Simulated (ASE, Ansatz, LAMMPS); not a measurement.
# Localised basis functions on (8,8) carbon nanotube bundle (192 atoms), part 2 of 2

Wanted: errors and times of a linear-scaling basis for (8,8) carbon nanotube bundle (192 atoms). A setting counts as converged where the r.m.s. difference of forces stays under 1 % of the r.m.s. force.

Ansatz 0.2.0; Kohn-Sham DFT, PBE+D4, PAW (set soft_2), plane waves.

The cell: 192 C. Sampling is at Γ alone, for a cell whose shortest periodic width is 12 Å.

So far. Step 2 (Plane-wave single point): Löwdin charges run from +0.02 to +0.06 e, about a mean that is the spilled charge alone. Within 0.4 eV of the Fermi level the largest share is C p (100 % of the projected weight).

### 3. Distances and neighbours (continued)

Local excerpt of 10 atoms (numbers count through the whole input) about C164, which bears the longest force; x, y, z are measured from there.

```tsv
atom	x	y	z	distance (Å)	bonds	Löwdin charge (e)	Fx	Fy	Fz (eV/Å)
C164	0.00	0.00	0.00	0.00	3	0.05	13.68	-14.32	-1.54
C165	-0.93	0.73	-0.03	1.18	3	0.04	-12.78	11.10	0.96
C3	0.53	-0.79	1.17	1.50	3	0.04	-3.16	3.30	-0.20
C163	0.45	-0.79	-1.33	1.61	3	0.04	-2.34	4.43	1.88
C166	-1.60	1.20	-1.23	2.35	3	0.05	1.43	-0.90	-1.16
C6	-1.59	1.23	1.22	2.36	3	0.04	1.13	-0.75	0.42
C4	-0.01	-0.19	2.36	2.37	3	0.04	1.01	-0.57	1.58
C132	-0.06	-0.18	-2.50	2.51	3	0.05	4.52	-2.54	-0.49
C2	0.96	-2.16	1.09	2.61	3	0.04	-0.63	7.23	9.98
C162	0.97	-2.02	-1.37	2.62	3	0.04	0.74	-2.58	4.20
```

The column of bonds counts only the pairs C-C within 1.85 Å; other neighbours, such as metal atoms beside each other in a compound, aren't counted, and periodic images can show an atom twice.

### 4. Support functions medium

The cell is solved in localised support functions.

This step: Kohn-Sham DFT, PBE+D4, PAW (set soft_2), localised support functions (medium) (Ansatz 0.2.0).

input.yaml reads:

```yaml
crystal:
  lattice:
    - [14.15015, 0.0, 0.0]
    - [-7.07508, 12.25439, 0.0]
    - [0.0, 0.0, 14.76]
  atoms:
    [... the 192 atom lines of step 2 ...]
kpoints:
  mp_grid: { grid: [1, 1, 1] }
hamiltonian:
  xc: pbe
  dispersion: d4
scf:
  occupations: { method: gaussian, width: 0.025 }
  eigensolver: { kind: { support_functions: { accuracy: medium } } }
  mixing: { beta: 0.4 }
  max_iter: 150
output:
  forces: true
  eigenvalues: true
```

Command:

```console
> ansatz run input.yaml --threads 8 --pin off --max-ram 15872MiB --backend cpu --events-out ev --progress --plain --runs-dir out
```

Numbers of over 12 decimals in the logs are rounded to 6 here.

Output:

```text
Warning: scf.eigensolver.kind.support_functions: disabling space-group detection — the functions' gradient is summed over unrotated k-points, so no spatial operation reduces the k-mesh or symmetrises the density; time reversal is kept, so that k and −k are solved as one point where they differ and the mesh holds both, and exact exchange and, on two spinor components, a DFT+U term hold to it where the run has them: [...]
settings of this run that can trade accuracy for cost: scf.eigensolver.kind.support_functions [...]
[...]
Crystal: 192 atoms, lattice volume = 2559.406 Å³
Basis set: ecut = 420 eV, 49963 PW (Γ), exchange–correlation on 192×192×200 points (8 copies of the dense FFT grid, shifted against one another)
Bands: 461, of which v1, the nominal top of the filled ones, is band 384 counted from 1 (383 counted from 0)
Symmetry: 1 space group operations
k-points: 1
[...]
SCF iter   1: F=—  HF=-48203.748678 eV  |F-HF|=—  |Δ(HF+E_count)|=         —  Δρ=9.11e-2  dr2=2.14e2  ethr=1.00e-1
[...]
SCF iter  14: F=-48156.761649 eV  HF=-48156.761648 eV  |F-HF|=7.30e-7  |Δ(HF+E_count)|=   2.58e-6  Δρ=7.76e-6  dr2=2.47e-6  ethr=1.05e-9
SCF 1 converged in 14 iterations: F = -48156.773191 eV  dr2 = 2.47e-6
[...]
SCF converged after 14 iterations
Stability not checked: this state was not tested for a lower state beside it, because the mixer in use, unlike msr1, does not test its closes by its own steps (another_mixer; see scf.mixing.algorithm and scf.lower_state_search)
Free energy (F): -48156.773191 eV
[...]
Internal energy: -48156.773191 eV  (E = F + TS)
E sigma→0 (E₀):  -48156.773191 eV
Fermi energy:    3.226819 eV
[...]
--- Forces (eV/Å), atoms counted from 1 ---
  atom   1  C      0.12657635    -2.99921528    -1.72894476
  atom   2  C     -0.62730678     7.23105040     9.97866446
  atom   3  C     -3.16134009     3.29985781    -0.19933568
  atom   4  C      1.01377396    -0.57429290     1.58113237
  atom   5  C      3.75455162    -3.12530199    -3.02690313
  atom   6  C      1.13183931    -0.74893366     0.41815470
  atom   7  C     -1.28442255     0.49156935    -6.30647798
  atom   8  C     -4.51381216     0.38003837     3.34271910
  atom   9  C      4.49641401     0.45741737    -2.47144343
  atom  10  C     -0.12178831     1.15792811     3.05873146
  atom  11  C      1.33221934     2.21441885     3.48721996
  atom  12  C      1.69201288     1.98752754    -1.44572447
  atom  13  C      1.05039990     1.14604441    -2.31519316
  atom  14  C     -0.71752425    -2.12980020     7.65450032
[...]
atom 191  C     -1.81470536    -1.14273592     0.30805474
  atom 192  C     -0.21685739     2.70745851    -2.33838222
  max |Σ_I F_I| component: 6.17e-3 eV/Å
--- Band table (eV) ---
[...]
```

The job ended after 54 s (8 threads of AMD EPYC 9R45, shared host; peak memory 6.1 GiB).

The program notes that the band table was not solved further than the SCF left it and it switched symmetry off.

Keys that differ from the reference: support_functions.accuracy = "medium", scf.max_iter = 150 and scf.mixing.beta = 0.4.

Forces differ from the reference by 2.0 meV/Å r.m.s., 0.060 % of their size, well within a tolerance of 1 %; the energy by -3.7 meV/atom. It took 54 s and 14 cycles; the reference's time can't be set against it, since the two runs asked for unlike analyses.

### 5. What each setting buys

Differences are against the plane-wave reference (Kohn-Sham DFT, PBE+D4, PAW (set soft_2), plane waves), whose r.m.s. force component is 3.34 eV/Å. Energies are set beside the reference only for runs with its functional, potentials and electron count. Times are for 8 threads of AMD EPYC 9R45, shared host. The reference's time includes the DOS, the stress and grids, which some other runs skip.

```tsv
run	Δ force, r.m.s. (meV/Å)	share of r.m.s. force (%)	Δ energy (meV/atom)	cycles	time	host memory (GiB)
reference	-	-	-	11	15 s	3.9
support functions medium	2.01	0.0601	-3.75	14	54 s	6.1
```

### 6. Summary of results

```json
{
  "free energy per atom": "-250.8128 eV/atom",
  "density": "1.496 g/cm³",
  "pressure": "5.056 GPa",
  "r.m.s. force component": "3.341 eV/Å",
  "wall time of the 2 DFT runs": "69 s"
}
```

Against plane waves at 420 eV, the forces differ by 2.0 meV/Å (0.060 %) with support functions medium. At 192 atoms the run with support functions medium takes roughly 3.6 times the time of plane waves (whose run also made extra analyses, so the like-for-like ratio is larger), in 14 SCF cycles against 11. Differences between support functions and plane waves include what basis error the plane-wave run still has.

No gap is quoted: a carbon tube of such indices can be metallic, and the k-points needn't hold the crossing of its bands. Counting bonds as in the table, all C atoms have 3 bonded neighbours.

**Limits.** The geometry was built by rule, was displaced at random and isn't relaxed at this level: its force components are 3.3 eV/Å r.m.s. The pressure of 5.1 GPa belongs to a cell and atoms that aren't relaxed at this level.

[Logs are printed without paths, hosts, clocks, repeated set-up lines and the standing remarks that a program may print on its own settings, such as how far it seeks lower states.]

[Hosts, paths, dates, database ids (printed as entryN), source tags and the programs' standing remarks are cut or masked in the printed files.]
